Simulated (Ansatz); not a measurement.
# CsYbF3 (Pm-3m): phonons and vibrational spectra, part 3 of 3

How does CsYbF3 (Pm-3m) vibrate, and is this structure a minimum?

Ansatz 0.2.0; DFT PBEsol+U, scalar-relativistic, plane waves, PAW.

So far. Step 3 (Tight relaxation): The forces vanish by symmetry and the pressure is 0.000 GPa, within the tolerances set. The cell now holds 19.25 Å³/atom. Step 4 (Zone-centre response): Before it was imposed, the acoustic sum rule was missed by 8.5e-4 eV/Å² and the charge sum rule by 2.0e-4 e. Small misses are needed for a sound result but don't prove that mesh and cutoff are converged. The lowest optical mode is real, 58.0 cm⁻¹. The relaxed cell has a = 4.582 Å (conventional setting).

## (5) Response at finite wavevector

Stability and thermal properties need the whole zone. Linear response on a 4×4×4 q mesh gives force constants as far as a supercell of that size would, and the tensors from the zone-centre run are typed in so that the long-range dipole term is interpolated apart.

The input, input.yaml:

```yaml
crystal:
  lattice:
    - [4.5824617149, 0.0, 0.0]
    - [0.0, 4.5824617149, 0.0]
    - [0.0, 0.0, 4.5824617149]
  atoms:
    - { symbol: Cs, position: [0.0, 0.0, 0.0] }
    - { symbol: Yb, position: [0.5, 0.5, 0.5] }
    - { symbol: F, position: [0.0, 0.5, 0.5] }
    - { symbol: F, position: [0.5, 0.5, 0.0] }
    - { symbol: F, position: [0.5, 0.0, 0.5] }
kpoints:
  mp_grid: { grid: [8, 8, 8] }
hamiltonian:
  xc: pbesol
  hubbard: { sites: [{ species: Yb, l: f, u_eff: 6.0 }] }
scf:
  occupations: { method: fixed }
  convergence: { dr2_threshold: 1.0e-10 }
output:
  eigenvalues: true
phonons:
  method: dfpt
  qmesh: [4, 4, 4]
  temperatures: { t_max: 1000, t_step: 50 }
  qpath:
    path:
      - [[0.0, 0.0, 0.0], [0.0, 0.5, 0.0], [0.5, 0.5, 0.0], [0.0, 0.0, 0.0], [0.5, 0.5, 0.5], [0.0, 0.5, 0.0]]
      - [[0.5, 0.5, 0.5], [0.5, 0.5, 0.0]]
    npoints: 10
  non_analytic_term:
    high_frequency_dielectric_tensor: [[2.5491, 0.0, 0.0], [0.0, 2.5491, 0.0], [0.0, 0.0, 2.5491]]
    born_effective_charges:
      - { species: Cs, tensor: [[1.3606, 0.0, 0.0], [0.0, 1.3606, 0.0], [0.0, 0.0, 1.3606]] }
      - { species: Yb, tensor: [[2.4614, 0.0, 0.0], [0.0, 2.4614, 0.0], [0.0, 0.0, 2.4614]] }
      - { species: F, tensor: [[-1.8131, 0.0, 0.0], [0.0, -1.0044, 0.0], [0.0, 0.0, -1.0044]] }
      - { species: F, tensor: [[-1.0044, 0.0, 0.0], [0.0, -1.0044, 0.0], [0.0, 0.0, -1.8131]] }
      - { species: F, tensor: [[-1.0044, 0.0, 0.0], [0.0, -1.8131, 0.0], [0.0, 0.0, -1.0044]] }
    source: "zone-centre run at this cell"
```

Run with:

```sh
> ansatz run input.yaml --threads 4 --pin off --max-ram 14336MiB --backend cpu --events-out ev --progress --plain --runs-dir out
```

Numbers of over 12 decimals in the logs are rounded to 6 here.

The log of the run:

```text
[...]
Crystal: 5 atoms, lattice volume = 96.227 Å³
Basis set: ecut = 420 eV, 1863 PW (Γ), exchange–correlation on 64×64×64 points (8 copies of the dense FFT grid, shifted against one another)
Bands: 33, of which v1, the nominal top of the filled ones, is band 27 counted from 1 (26 counted from 0)
Symmetry: 48 space group operations
k-points: 35 of 512
[...]
SCF iter   1: F=—  HF=-21673.978605 eV  |F-HF|=—  |Δ(HF+E_count)|=         —  Δρ=9.48e-2  dr2=7.64e0  ethr=3.10e-3  ⟨swp⟩=5.2  Hψ=4438  notcnv=0  defer=122
[...]
SCF iter  13: F=-21671.672402 eV  HF=-21671.672402 eV  |F-HF|=0.00e0  |Δ(HF+E_count)|=  3.27e-11  Δρ=1.19e-7  dr2=8.27e-12  ethr=1.00e-12  ⟨swp⟩=6.9  Hψ=6263  notcnv=0
SCF 1 converged in 13 iterations: F = -21671.672402 eV  dr2 = 8.27e-12
[...]
SCF converged after 13 iterations
Free energy (F): -21671.672402 eV
[...]
Internal energy: -21671.672402 eV  (E = F + TS)
E sigma→0 (E₀):  -21671.672402 eV
Fermi energy:    8.555514 eV
[...]
--- Band table (eV; the first three rows and the last of 35) ---
  k-point 0: bands = [... 23 lower, 8.4002, 8.5555, 8.5555, 8.5555, 10.2917, 11.7905, 11.7905, 12.6946, ... 2 higher]
  k-point 1: bands = [... 23 lower, 8.3995, 8.5289, 8.5481, 8.5481, 10.5430, 11.9081, 11.9949, 12.7765, ... 2 higher]
  k-point 2: bands = [... 23 lower, 8.3981, 8.4784, 8.5344, 8.5344, 11.1626, 12.2136, 12.5479, 13.0104, ... 2 higher]
  k-point 34: bands = [... 23 lower, 8.3010, 8.3553, 8.3553, 8.3553, 12.6060, 12.6060, 12.6060, 14.9385, ... 2 higher]
Occupation matrices written to <dir>
[...]
ASR residual: 8.448e-4 → 0.000e0 eV/Å²; symmetrization residual: 3.763e-8 eV/Å²
  ASR residual per site (eV/Å²): 9.14e-7 7.98e-4 8.45e-4 8.45e-4 8.45e-4
[...]
--- Phonons (arbitrary-q DFPT): 10 irreducible q on the 4×4×4 mesh ---
  q = [0.0000, 0.0000, 0.0000] (star 1, of the zone-centre solve; hermiticity 1.04e-8, symmetrization 4.69e-12): -0.00 -0.00 0.00 58.05 58.05 58.05 86.21 86.21 86.21 112.16 112.16 112.16 335.06 335.06 335.06
  q = [0.0000, 0.0000, 0.2500] (star 6, 9 solved perturbations in 880 linear systems a pass and spin channel, the states on 120 of 512 k-point pairs; hermiticity 1.18e-8, symmetrization 1.09e-12): 27.98 27.98 56.12 56.12 58.59 93.06 93.82 97.46 97.46 114.23 114.23 194.64 334.53 334.53 404.66
[...]
sum rule: each row above includes the acoustic sum rule's correction from the zone centre's row sums; it moved no ω² by more than (3.48 cm⁻¹)²
  mesh force constants: q→R imaginary residual 9.59e-19; ASR residual 8.448e-4 → 0.000e0 eV/Å²; symmetrization residual 7.105e-15 eV/Å²
  interpolated dispersion: 63 rows × 15 modes
  density of states and harmonic sums: on the 16×16×16 q-mesh, interpolated from the force constants of a 4×4×4 supercell (with the dipole–dipole term of supplied tensors)
  largest difference from the sums on the solved wave vectors: F 9.65e-3 eV, S 1.36e-5 and C_V 3.96e-6 eV/K
  zero-point energy: 0.139895 eV/cell   skipped modes (ω ≤ 0): 3   left out of the sums: 4.88e-5 of the cell's modes: C_V's classical limit lies that fraction below 3 k_B per atom; for a crystal, a wire or a layer, F and S can be off by more, and a phonons.interpolated_qmesh denser along its periods is the remedy for the sampling
```

Run time: 35 min. Hardware: 4 threads of Arm Neoverse V1, shared host; peak memory 6.2 GiB.

Numbers from this step:

| Item | Value |
| --- | --- |
| sum-rule residual before enforcement | 8.45e-4 eV/Å² |
| lowest frequency on the path | 0 cm⁻¹ |
| highest frequency on the path or at a solved wavevector | 453.4 cm⁻¹ |
| mean frequency | 150.5 cm⁻¹ |
| Debye temperature (second moment) | 357 K |
| logarithmic mean frequency | 113.3 cm⁻¹ |
| lowest mode on the q mesh (acoustic modes at Γ apart) | 22.31 cm⁻¹ |
| zero-point energy per atom | 27.98 meV |
| heat capacity at 300 K | 23.38 J/(mol atoms K) |
| vibrational entropy at 300 K | 40.99 J/(mol atoms K) |
| edges of the widest gap between branches, on path and mesh | 203.6, 332.5 cm⁻¹ |

Frequencies (cm⁻¹) solved at each irreducible wavevector; negative means imaginary. Frequencies by wavevector, by row:

```
q in reciprocal lattice units  star  mode 1  mode 2  mode 3  mode 4  mode 13  mode 14  mode 15
                        0 0 0     1       0       0       0      58    335.1    335.1    335.1
                     0 0 0.25     6      28      28    56.1    56.1    334.5    334.5    404.7
                     0 0 -0.5     3    46.4    46.4    46.4    46.4      334      334      415
                  0 0.25 0.25    12      38    43.9    56.5    58.1    333.9    350.2    415.5
                  0 0.25 -0.5    12    45.8    47.8    54.7    57.4    333.2    354.6    426.6
                  0 -0.5 -0.5     3    34.5    45.1    48.9    48.9    332.5    364.7      439
               0.25 0.25 0.25     8      47      47    53.3    63.5    349.9    349.9    425.6
               0.25 0.25 -0.5    12    47.5    49.6    52.9    56.2    349.6    356.8      436
               0.25 -0.5 -0.5     6    29.1      50    51.1    51.1    352.1    364.6    445.9
               -0.5 -0.5 -0.5     1    22.3    22.3    22.3    54.3    364.4    364.4    453.4
```

Interpolated from a 4×4×4 q mesh, with the LO-TO term (at Γ the limit along the path; where Γ stands inside the path, tables give the limit on arrival). Phonon branches along the path, in cm⁻¹:

```
    point  branch 1  branch 2  branch 3  branch 4  branch 12  branch 13  branch 14  branch 15
        Γ         0         0         0        58        186        335        335        393
  halfway        28        28        56        56        195        334        334        405
        X        46        46        46        46        204        334        334        415
  halfway        46        48        55        57        202        333        355        427
        M        34        45        49        49        204        332        365        439
  halfway        38        44        56        58        198        334        350        416
        Γ         0         0         0        58        186        335        335        393
  halfway        47        47        53        64        193        350        350        426
        R        22        22        22        54        170        364        364        453
  halfway        48        50        53        56        192        350        357        436
        X        46        46        46        46        204        334        334        415
jump to R        22        22        22        54        170        364        364        453
  halfway        29        50        51        51        187        352        365        446
        M        34        45        49        49        204        332        365        439
```

Tetrahedra on a 16×16×16 mesh, mean over bins of 5 cm-1. Interpolated from a 4×4×4 q mesh. Phonon density of states against wavenumber; read off at these points:

wavenumber (cm⁻¹), phonon density of states (1/cm⁻¹/cell) and a bar:
```
        2      0.000 
       12      0.001 
       28      0.014 ##
       38      0.047 ######
       48      0.233 ##############################
       52      0.208 ###########################
       62      0.096 ############
       72      0.105 ##############
       78      0.050 ######
       88      0.060 ########
       98      0.064 ########
      112      0.074 ##########
      122      0.116 ###############
      138      0.047 ######
      148      0.040 #####
      162      0.016 ##
      172      0.002 
      182      0.007 #
      198      0.079 ##########
      208      0.000 
      222      0.000 
      232      0.000 
      248      0.000 
      258      0.000 
      272      0.000 
      282      0.000 
      292      0.000 
      308      0.000 
      318      0.000 
      332      0.049 ######
      338      0.095 ############
      342      0.056 #######
      358      0.051 #######
      368      0.000 
      378      0.000 
      392      0.001 
      402      0.008 #
      418      0.026 ###
      428      0.025 ###
      442      0.016 ##
      452      0.003
```

The partial phonon density of states has structure finer than the step of the table below, so its rows give means over 10 cm⁻¹, whole bins alone (the curve runs from -10 to 476 cm⁻¹). Peaks (cm⁻¹: height): Cs 48.1: 0.167; F 69.5: 0.0546, 118.5: 0.0658, 198.0: 0.0602, 335.6: 0.0739, 433.5: 0.0256; Yb 57.3: 0.0319, 127.6: 0.0489, 198.0: 0.00672.

Phonopy on the run's constants, 13x13x13 mesh, Gaussian sigma 3.5 cm-1. Interpolated from a 4×4×4 q mesh. Table of partial phonon density of states by wavenumber; means over each step; values in 1/cm⁻¹/cell:

```
wavenumber (cm⁻¹)       Cs        F       Yb
                0   6.6e-5   2.8e-5   8.9e-5
               10   4.1e-4   1.6e-4   5.0e-4
               20  0.00207  0.00169  0.00199
               30  0.00822  0.00897  0.00526
               40   0.0598   0.0192  0.00996
               50    0.145   0.0280   0.0198
               60   0.0543   0.0365   0.0290
               70   0.0143   0.0491   0.0228
               80  0.00424   0.0442   0.0181
               90  0.00115   0.0438   0.0211
              100   8.2e-4   0.0462   0.0250
              110  0.00115   0.0514   0.0287
              120  0.00197   0.0625   0.0393
              130  0.00219   0.0425   0.0387
              140  0.00183   0.0334   0.0146
              150  0.00108   0.0284  0.00612
              160   3.4e-4   0.0181   9.2e-4
              170   8.8e-5  0.00666   1.0e-4
              180   8.8e-5  0.00674   2.1e-4
              190   4.3e-4   0.0285  0.00222
              200   5.1e-4   0.0477  0.00552
              210   4.2e-5  0.00599   8.0e-4
              220        0   1.1e-5   1.3e-6
              230        0        0        0
              240        0        0        0
              250        0        0        0
              260        0        0        0
              270        0        0        0
              280        0        0        0
              290        0        0        0
              300        0        0        0
              310        0        0        0
              320        0   3.7e-4   2.4e-5
              330        0   0.0289  0.00184
              340        0   0.0641  0.00348
              350        0   0.0478  0.00147
              360        0   0.0433   5.2e-4
              370        0  0.00825   3.8e-5
              380        0   3.1e-5   2.0e-7
              390   3.4e-6  0.00100   8.4e-5
              400   2.9e-5  0.00607   4.0e-4
              410   4.9e-5   0.0144   5.1e-4
              420   5.2e-5   0.0236   4.7e-4
              430   3.0e-5   0.0250   3.5e-4
              440   6.9e-6   0.0202   1.8e-4
              450        0  0.00704   4.5e-5
              460        0   4.0e-4   1.5e-6
              470        0        0        0
```

Harmonic thermodynamic functions per atom, from the density of states. Interpolated from a 4×4×4 q mesh. Thermodynamic functions, by row:

```
T (K)  F_vib (meV/atom)  S (J/mol-atom/K)  C_V (J/mol-atom/K)
    0             27.98                 0                   0
   50             26.55             7.842               11.58
  100             19.73             18.01               17.52
  200             -6.63             31.78               21.88
  300            -44.61             40.99               23.38
  400            -90.78             47.81               24.02
  500            -143.2             53.21               24.34
  600            -200.8             57.66               24.51
  700            -262.5             61.45               24.62
  800              -328             64.74                24.7
  900            -396.6             67.66               24.75
 1000            -468.1             70.27               24.79
```

Harmonic mean-square displacement, third of the trace. Interpolated from a 4×4×4 q mesh. Mean square displacements, by row:

```
T (K)  Cs1 U_eq (Å²)  Yb2 U_eq (Å²)  F3 U_eq (Å²)  F4 U_eq (Å²)  F5 U_eq (Å²)
    0        0.00254        0.00116       0.00724       0.00724       0.00724
  100        0.00785        0.00281       0.01459       0.01459       0.01459
  300        0.02274        0.00783       0.03887       0.03887       0.03887
  600        0.04533        0.01555        0.0767        0.0767        0.0767
```

Symmetry leaves 10 wavevectors to solve. The lowest mode among them, the acoustic zeros apart, lies at q = (-0.5, -0.5, -0.5) and is real, 22.3 cm⁻¹.

## (6) What came out

```yaml
space_group_after_relaxation_within_0p01_a: Pm-3m
volume_per_atom: 19.2 Å³
gap_on_the_k_mesh: 1.74 eV
highest_optical_mode_at_the_zone_centre_no_lo_to_term: 335 cm⁻¹
top_of_the_zone_centre_spectrum_with_the_field: 393 cm⁻¹
lowest_optical_zone_centre_mode: 58.0 cm⁻¹
mean_high_frequency_dielectric_constant: 2.55
mean_static_dielectric_constant: 14.2
largest_born_charge_third_of_the_trace: 2.46 e
lowest_mode_on_the_q_mesh_acoustic_modes_at_gamma_apart: 22.3 cm⁻¹
highest_frequency_on_the_path_or_at_a_solved_wavevector: 453 cm⁻¹
zero_point_energy_per_atom: 28.0 meV
heat_capacity_at_300_k: 23.4 J/(mol atoms K)
vibrational_entropy_at_300_k: 41.0 J/(mol atoms K)
debye_temperature_second_moment: 357 K
imaginary_modes_on_the_4x4x4_q_mesh: none
```

What this shows: The structure is a minimum as far as tested: no mode is imaginary at the 10 irreducible wavevectors of the 4×4×4 mesh, and the softest away from the acoustic zeros lies at 22 cm⁻¹. Without the field, the optical modes at Γ span 58 to 335 cm⁻¹. The highest mode in this list at Γ, 335.1 cm⁻¹, is mostly motion of F (94 % of the kinetic energy). With the macroscopic field of the longitudinal modes the top of the zone-centre spectrum lies at 393 cm⁻¹, against 335 cm⁻¹ without it. Lattice motion raises the mean dielectric constant from 2.549 to 14.24. The strongest infrared line is at 335 cm⁻¹. On the path and the mesh, the widest gap between branches runs from 204 to 332 cm⁻¹. Spin-orbit coupling is left out, which can matter for the heavy elements here. These are harmonic frequencies at zero temperature: anharmonic shifts, linewidths and thermal expansion are left out.

[Logs are printed without paths, hosts, clocks, repeated set-up lines and the standing remarks that a program may print on its own settings, such as how far it seeks lower states.]

[Hosts, paths, dates, database ids (printed as entryN), source tags and the programs' standing remarks are cut or masked in the printed files.]
